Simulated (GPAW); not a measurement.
# Near-edge structure at the O K edge of CrClO (Pmmn), part 3 of 3

Aim: the near-edge shape at the O K edge of CrClO (Pmmn), and what the core hole does to it.

GPAW 26.7.0; X-ray absorption from dipole matrix elements to empty bands, plane-wave PAW LDA+U.

So far. Step 5 (Spectrum with FCH, O atom 5): The hole costs E(hole) − E(ground) = 521.09 eV, and the lowest empty level of the hole cell on the spectrum's mesh lies at 4.75 eV, which puts the zero at 525.84 eV. Step 6 (Spectrum with XCH, O atom 5): The iterations didn't settle within their limit, so this step gives no result.

## Step 7: Cell without a hole, the energy reference

Level of this step: plane-wave PAW DFT, LDA+U, self-consistent field (GPAW).

The cell and mesh change for the next run, so it gets a reference energy of its own.

The input, scf.py:

```python
import numpy as np
from ase import Atoms
from ase.parallel import parprint, paropen
from gpaw import GPAW, PW, FermiDirac, Mixer, MixerDif, setup_paths
from gpaw.test import gen
setup_paths.insert(0, '.')
gen('O', name='nch1s', xcname='LDA', corehole=(1, 0, 0), write_xml=True)
from gpaw.mpi import world
world.barrier()

atoms = Atoms('Cr2Cl2O2',
    cell=[[3.19007562, 0, 0],
     [0, 3.86656054, 0],
     [0, 0, 7.95246044]],
    scaled_positions=[[0.5, 0.5, 0.89395968],
     [0, 0, 0.10604032],
     [0.5, 0, 0.31857806],
     [0, 0.5, 0.68142194],
     [0, 0.5, 0.0521821],
     [0.5, 0, 0.9478179]],
    magmoms=[3.0, -3.0, 0.0, 0.0, 0.0, 0.0],
    pbc=True)
atoms.calc = calc = GPAW(legacy_gpaw=True, mode=PW(500, force_complex_dtype=True), xc='LDA', setups={'Cr': ':d,3.7', 4: 'nch1s'},
    kpts={'size': (4, 3, 2), 'gamma': True}, occupations=FermiDirac(0.02),
    charge=0, mixer=MixerDif(0.05, 8, 50), maxiter=150,
    convergence={'density': 0.0001, 'eigenstates': 1e-6}, txt='scf.txt')
energy = atoms.get_potential_energy() + calc.get_reference_energy()
ef = calc.get_fermi_level()
out = dict(energy=energy, fermi=ef, forces=atoms.get_forces().tolist(), magmoms=atoms.get_magnetic_moments().tolist())
parprint(f'all-electron energy {energy:.4f} eV, Fermi level {ef:.4f} eV')
ev = np.array([[calc.get_eigenvalues(k, s) for k in range(len(calc.get_ibz_k_points()))] for s in range(calc.get_number_of_spins())])
out['homo'], out['lumo'], out['counts'] = ev[ev < ef].max(), ev[ev > ef].min(), sorted(set((ev < ef).sum((0, 2)).tolist()))
out['filled'] = (ev[:, 0] < ef).sum(1).tolist()
import json
with paropen('out.json', 'w') as f:
    json.dump(out, f)
```

Launch:

```console
OMP_NUM_THREADS=1 mpirun -n 4 gpaw python scf.py
```

Numbers of over 12 decimals in the logs are rounded to 6 here.

The log of the run:

```text
Input parameters:
  convergence: {density: 0.0001,
                eigenstates: 1e-06}
  kpts: {gamma: True,
         size: (4, 3, 2)}
  maxiter: 150
  mixer: {backend: pulay,
          beta: 0.05,
          method: difference,
          nmaxold: 8,
          weight: 50}
  mode: {ecut: 500.0,
         force_complex_dtype: True,
         name: pw}
  occupations: {fixmagmom: False,
                name: fermi-dirac,
[...]
--------------------------------
2s(2) :    -0.872866     1.079797
*s    :     0.127134
2p(4) :    -0.337925     0.876472
*p    :     0.662075
*d    :     0.000000
--------------------------------

Diagonalizing with gridspacing h=0.050

state   all-electron     PAW
-------------------------------
2s:      -0.872866    -0.873954
2p:      -0.337925    -0.341740
*d:                    0.050276
*f:                    0.077289
-------------------------------
all-electron energy -86190.7773 eV, Fermi level 3.1551 eV
[key lines of the parts left out:]
Converged after 32 iterations.
Dipole moment: (-0.000000, -0.000000, -0.000000) |e|*Ang
Free energy:    -43.335140
Fermi level: 3.15509
```

Run time: 17 s. Hardware: 4 MPI ranks of Intel Xeon Platinum 8488C (Sapphire Rapids), shared host; peak memory 0.24 GiB; 66 s of CPU time.

## Step 8: Spectrum with FCH, O atom 5

A smaller cell brings the holes closer; here they are 3.2 Å apart.

Changed against the first core-hole run: supercell atoms from 12 to 6; the field's mesh follows (3×3×3 to 4×3×2).

The input, xas.py:

```python
import numpy as np
from ase import Atoms
from ase.parallel import parprint, paropen
from gpaw import GPAW, PW, FermiDirac, Mixer, MixerDif, setup_paths
from gpaw.test import gen
setup_paths.insert(0, '.')
gen('O', name='fch1s', xcname='LDA', corehole=(1, 0, 1), write_xml=True)
from gpaw.mpi import world
world.barrier()

atoms = Atoms('Cr2Cl2O2',
    cell=[[3.19007562, 0, 0],
     [0, 3.86656054, 0],
     [0, 0, 7.95246044]],
    scaled_positions=[[0.5, 0.5, 0.89395968],
     [0, 0, 0.10604032],
     [0.5, 0, 0.31857806],
     [0, 0.5, 0.68142194],
     [0, 0.5, 0.0521821],
     [0.5, 0, 0.9478179]],
    magmoms=[3.0, -3.0, 0.0, 0.0, 0.0, 0.0],
    pbc=True)
atoms.calc = calc = GPAW(legacy_gpaw=True, mode=PW(500, force_complex_dtype=True), xc='LDA', setups={'Cr': ':d,3.7', 4: 'fch1s'},
    kpts={'size': (4, 3, 2), 'gamma': True}, occupations=FermiDirac(0.02),
    charge=0, mixer=MixerDif(0.05, 8, 50), maxiter=150,
    convergence={'density': 0.0001, 'eigenstates': 1e-6}, txt='scf.txt')
energy = atoms.get_potential_energy() + calc.get_reference_energy()
ef = calc.get_fermi_level()
out = dict(energy=energy, fermi=ef, forces=atoms.get_forces().tolist(), magmoms=atoms.get_magnetic_moments().tolist())
parprint(f'all-electron energy {energy:.4f} eV, Fermi level {ef:.4f} eV')
ev = np.array([[calc.get_eigenvalues(k, s) for k in range(len(calc.get_ibz_k_points()))] for s in range(calc.get_number_of_spins())])
out['homo'], out['lumo'], out['counts'] = ev[ev < ef].max(), ev[ev > ef].min(), sorted(set((ev < ef).sum((0, 2)).tolist()))
out['filled'] = (ev[:, 0] < ef).sum(1).tolist()

from ase.units import Ha
from gpaw.xas import dipole_matrix_elements
nb = int(calc.get_number_of_electrons() / 2) + 71
top, nb = nb, nb + 8 + nb // 12
nscf = calc.fixed_density(kpts={'size': (5, 4, 2), 'gamma': True}, nbands=nb,
    convergence={'bands': top, 'eigenstates': 5e-3}, maxiter=60, txt='nscf.txt')
cell = atoms.cell.array
ops = [cell.T @ U.T @ np.linalg.inv(cell.T) for U in nscf.wfs.kd.symmetry.op_scc]
filled = [19, 19]  # bands filled in the ground state, by spin
E = np.arange(-6, 34, 0.1)
fwhm = np.interp(E, [4, 25], [0.9, 3.5])
Y, X, zero, highest = 0, 0, 1e9, 1e9
for spin in range(nscf.get_number_of_spins()):
    wfs = nscf.wfs
    mine = wfs.bd.get_slice()  # this rank's bands
    A = dipole_matrix_elements(wfs.setups[4])
    eps = np.zeros((wfs.kd.nibzkpts, nb))
    d = np.zeros((3, A.shape[1], wfs.kd.nibzkpts, nb), complex)
    for kpt in wfs.kpt_u:
        if kpt.s == spin and 4 in kpt.P_ani:
            eps[kpt.k, mine] = kpt.eps_n * Ha
            d[:, :, kpt.k, mine] = (kpt.weight * wfs.nspins / 2) ** 0.5 * np.inner(A, kpt.P_ani[4])
    world.sum(eps)
    world.sum(d)
    T = np.einsum('amkn,bmkn->abkn', d, d.conj()).real
    T = sum(np.einsum('ai,ijkn,bj->abkn', R, T, R) for R in ops) / len(ops)
    empty = np.ones_like(eps, bool) & (np.arange(nb) >= filled[spin])
    zero, highest = min(zero, eps[empty].min()), min(highest, eps[:, top - 1].min())
    lines = [(eps, T, empty)] if spin == 0 else lines + [(eps, T, empty)]
for eps, T, empty in lines:
    f = np.einsum('aakn->akn', T).reshape(3, -1)
    x = eps.ravel() - zero
    w = np.interp(x, E, fwhm) / 2.35482
    g = np.exp(-0.5 * ((E[:, None] - x) / w) ** 2) / (w * (2 * np.pi) ** 0.5)
    Y = Y + (f * empty.ravel()) @ g.T
    X = X + (f * ~empty.ravel()) @ g.T
out.update(E=E.round(2).tolist(), xas=Y.tolist(), xes=X.tolist(), zero=zero, valid=highest - zero, nk=len(eps), nb=nb)
for i in range(0, len(E), 10):
    parprint(f'{E[i]:7.2f}', *(f'{v:10.3e}' for v in Y[:, i]))
import json
with paropen('out.json', 'w') as f:
    json.dump(out, f)
```

Launch:

```console
OMP_NUM_THREADS=1 mpirun -n 4 gpaw python xas.py
```

The log of the run:

```text
Input parameters:
  convergence: {density: 0.0001,
                eigenstates: 1e-06}
  kpts: {gamma: True,
         size: (4, 3, 2)}
  maxiter: 150
  mixer: {backend: pulay,
          beta: 0.05,
          method: difference,
          nmaxold: 8,
          weight: 50}
  mode: {ecut: 500.0,
         force_complex_dtype: True,
         name: pw}
  occupations: {fixmagmom: False,
                name: fermi-dirac,
[...]
2s:      -1.594915    -1.596334
2p:      -1.067100    -1.073375
*d:                   -0.060686
*f:                   -0.013559
-------------------------------
all-electron energy -85669.5396 eV, Fermi level 3.2026 eV
  -6.00  2.438e-61  2.781e-65  4.447e-59
  -5.00  6.868e-45  7.963e-48  1.133e-42
  -4.00  2.596e-31  2.519e-33  3.111e-29
  -3.00  1.633e-20  8.880e-22  9.259e-19
[...]
32.00  1.365e-04  1.086e-04  7.940e-05
  33.00  1.232e-04  1.230e-04  9.586e-05
[key lines of the parts left out:]
Converged after 36 iterations.
Dipole moment: (-0.000000, 0.000000, -0.203291) |e|*Ang
Free energy:    -72.764168
Fermi level: 3.20262
```

The job ended after 36 s (4 MPI ranks; peak memory 0.33 GiB).

These settings depart from the first run's and aren't meant as converged.

Against the first run the r.m.s. difference is 11 %. Another feature, at 0.7 eV (1.73), becomes the highest below 16 eV; the one at 9.3 eV (1.66) is now at 9.9 eV (1.59).

```tsv
E (eV)	first run	this run
-2.0	0.00	0.00
-0.5	0.16	0.11
1.0	1.19	1.56
2.5	1.56	1.50
4.0	0.25	0.27
5.5	0.47	0.33
7.0	1.34	1.18
8.5	1.50	1.41
10.0	1.50	1.59
11.5	1.06	1.08
13.0	1.06	1.04
14.5	0.72	0.80
16.0	0.71	0.70
17.5	0.80	0.82
19.0	0.83	0.86
20.5	0.76	0.78
22.0	0.61	0.65
23.5	0.52	0.54
25.0	0.54	0.54
26.5	0.57	0.55
28.0	0.59	0.57
29.5	0.65	0.66
31.0	0.81	0.78
```

## Step 9: What the core hole does

Both curves are counted from their own zero, so only the shift of weight within the empty states shows.

```tsv
E (eV)	no hole	FCH
-2.0	0.00	0.00
-1.0	0.01	0.01
0.0	0.72	0.94
1.0	1.55	1.19
2.0	1.64	1.28
3.0	1.44	1.30
4.0	0.34	0.25
5.0	0.29	0.22
6.0	0.76	0.83
7.0	0.93	1.34
8.0	0.98	1.39
9.0	1.39	1.63
10.0	1.47	1.50
11.0	1.13	1.15
12.0	1.02	1.05
13.0	1.12	1.06
14.0	0.98	0.83
15.0	0.78	0.67
16.0	0.75	0.71
17.0	0.81	0.77
18.0	0.83	0.82
19.0	0.82	0.83
20.0	0.76	0.80
21.0	0.68	0.72
22.0	0.59	0.61
23.0	0.52	0.53
24.0	0.49	0.52
25.0	0.48	0.54
26.0	0.47	0.56
27.0	0.47	0.58
28.0	0.47	0.59
29.0	0.49	0.62
30.0	0.55	0.70
31.0	0.61	0.81
```

With each curve scaled to its own mean, the area from −2 to 6 eV with the hole is 5.6 against 6.4, and the centre of weight from −1 to 20 eV moves by +0.1 eV (first and strongest maxima below 20 eV: 1.0 eV (1.55), 2.3 eV (1.80) and 9.7 eV (1.50) without the hole, 0.5 eV (1.48), 2.5 eV (1.56) and 9.3 eV (1.66) with it): the weight at the onset falls, probably as the absorber's own filled states drop away from the neighbours' empty ones and mix less with them.

## Step 10: Outcome

```
absorber and edge                                    : O K, atom 5 of the ground-state input (counted from 1)
surroundings                                         : 2 Cr at 1.98 Å and 2 Cr at 2.03 Å (4-fold, site symmetry mm2)
highest intensity below 16 eV                        : 9.3 eV above the zero, height 1.66
photon energy of the zero (spin-polarised hole, raw) : 525.8 eV (LDA puts this hole about 4 eV below PBE, itself good to a few eV)
```

In words: The O K edge of atom 5, with 2 Cr at 1.98 Å and 2 Cr at 2.03 Å (4-fold, site symmetry mm2), has its highest intensity of the first 16 eV at 9.3 eV above the zero, near 535 eV in photon energy (LDA puts this hole about 4 eV below PBE, itself good to a few eV), 1.7 times the mean level of the first 20 eV (Gaussian full width 0.9 eV up to 4 eV, rising linearly to 3.5 eV at 25 eV). With each curve scaled to its own mean, the area from −2 to 6 eV with the hole is 5.6 against 6.4, and the centre of weight from −1 to 20 eV moves by +0.1 eV (first and strongest maxima below 20 eV: 1.0 eV (1.55), 2.3 eV (1.80) and 9.7 eV (1.50) without the hole, 0.5 eV (1.48), 2.5 eV (1.56) and 9.3 eV (1.66) with it): the weight at the onset falls, probably as the absorber's own filled states drop away from the neighbours' empty ones and mix less with them. A cell with holes 3.2 Å apart changes the curve by 11 % r.m.s. (8 % after the best shift). At the O K edge of atom 5 polarisation matters most near 2.4 eV, where the curves differ by 1.5 on this scale. The hole lies in one spin channel, while the script sums the empty states of both and takes the lower zero; where the two channels are split, this blurs and shifts the curve. The spins start antiferromagnetically in a simple order, which needn't be the measured one; gap and edge can depend on it. The holes are only 5.0 Å apart, so the shape is probably not converged with cell size; no larger cell was run here. The mesh is coarse (0.45 Å⁻¹ between points), so small maxima may be mesh ripples. Lifetime broadening is put in by hand, and intensities beyond about 20 eV depend on it and on the partial waves; weight that the partial waves miss at high energy is lost. The structure is a computed Materials Project entry and may be a hypothetical form.

[Banner, clock and machine lines of the logs are left out without a mark of their own.]

[Logs are printed without paths, hosts, clocks, repeated set-up lines and the standing remarks that a program may print on its own settings, such as how far it seeks lower states.]

[Hosts, paths, dates, database ids (printed as entryN), source tags and the programs' standing remarks are cut or masked in the printed files.]

[Lists of maxima count a maximum above −3 eV only where it reaches 4 % of the highest in the window and stands out from its surroundings by 2 % of it (1.5 % where it reaches 55 %); shoulders and weaker maxima are passed over, and of the rest the first, up to two pre-edge ones and the few strongest are named.]
